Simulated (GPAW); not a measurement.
Entries from a set of simulations; values are calculated unless marked as measured.

```cif
data_cagasnh
_symmetry_space_group_name_H-M 'P3m1'
_symmetry_Int_Tables_number 156
_cell_length_a 4.3852
_cell_length_b 4.3852
_cell_length_c 4.9679
_cell_angle_alpha 90.000
_cell_angle_beta 90.000
_cell_angle_gamma 120.000
_cell_volume 82.73
loop_
_atom_site_label
_atom_site_type_symbol
_atom_site_symmetry_multiplicity
_atom_site_Wyckoff_symbol
_atom_site_fract_x
_atom_site_fract_y
_atom_site_fract_z
_atom_site_occupancy
Ca1 Ca 1 b 0.33333 0.66667 0.00000 1
Ga1 Ga 1 a 0.00000 0.00000 0.61640 1
Sn1 Sn 1 c 0.66667 0.33333 0.44650 1
H1 H 1 a 0.00000 0.00000 0.96400 1
_calc_subject 'A GW chain in GPAW: CaGaSnH (P3m1)'
_calc_method 'DFT, LDA, plane waves, PAW (and 1 further level or step)'
_calc_program 'GPAW 26.7.0'
_calc_settings_of_one_run 'cutoff 600 eV, GPAW PAW setups 1.2.1 data release, 3×3×2 k-mesh, nbands 288'
_calc_cost '3 runs, 76 s in all on 4 MPI ranks of Arm Neoverse V1, shared host (the runs of this entry)'
_calc_notes 'The cell and positions come from the Crystallography Open Database and are kept as given unless a step says otherwise. Limits: no spin-orbit coupling. Bands and cutoff are finite, so the gap is not at the basis limit. The miss can reach some tenths of an eV and take either sign; the mesh is an error of its own. The 3×3×2 mesh is coarse for this cell, which bears on the long-range parts of exchange and screening.'
_calc_lda_gap '0.18 eV, indirect'
_calc_g0w0_gap_on_the_mesh '0.68 eV'
_calc_gw_settings '3×3×2 mesh, 129 bands, screening to 78 eV, Godby-Needs plasmon pole'
_calc_known_limits 'not at the basis limit; no spin-orbit coupling; coarse k mesh'
```

[Paths, hosts, dates, memory and timing lines, banners, echoed tables and standing remarks are left out of the program output.]

[Logs are printed without paths, hosts, clocks, repeated set-up lines and the standing remarks that a program may print on its own settings, such as how far it seeks lower states.]

[Runs of the session that timed out or met a known fault of the program may be left out.]

[Hosts, paths, dates, database ids (printed as entryN), source tags and the programs' standing remarks are cut or masked in the printed files.]
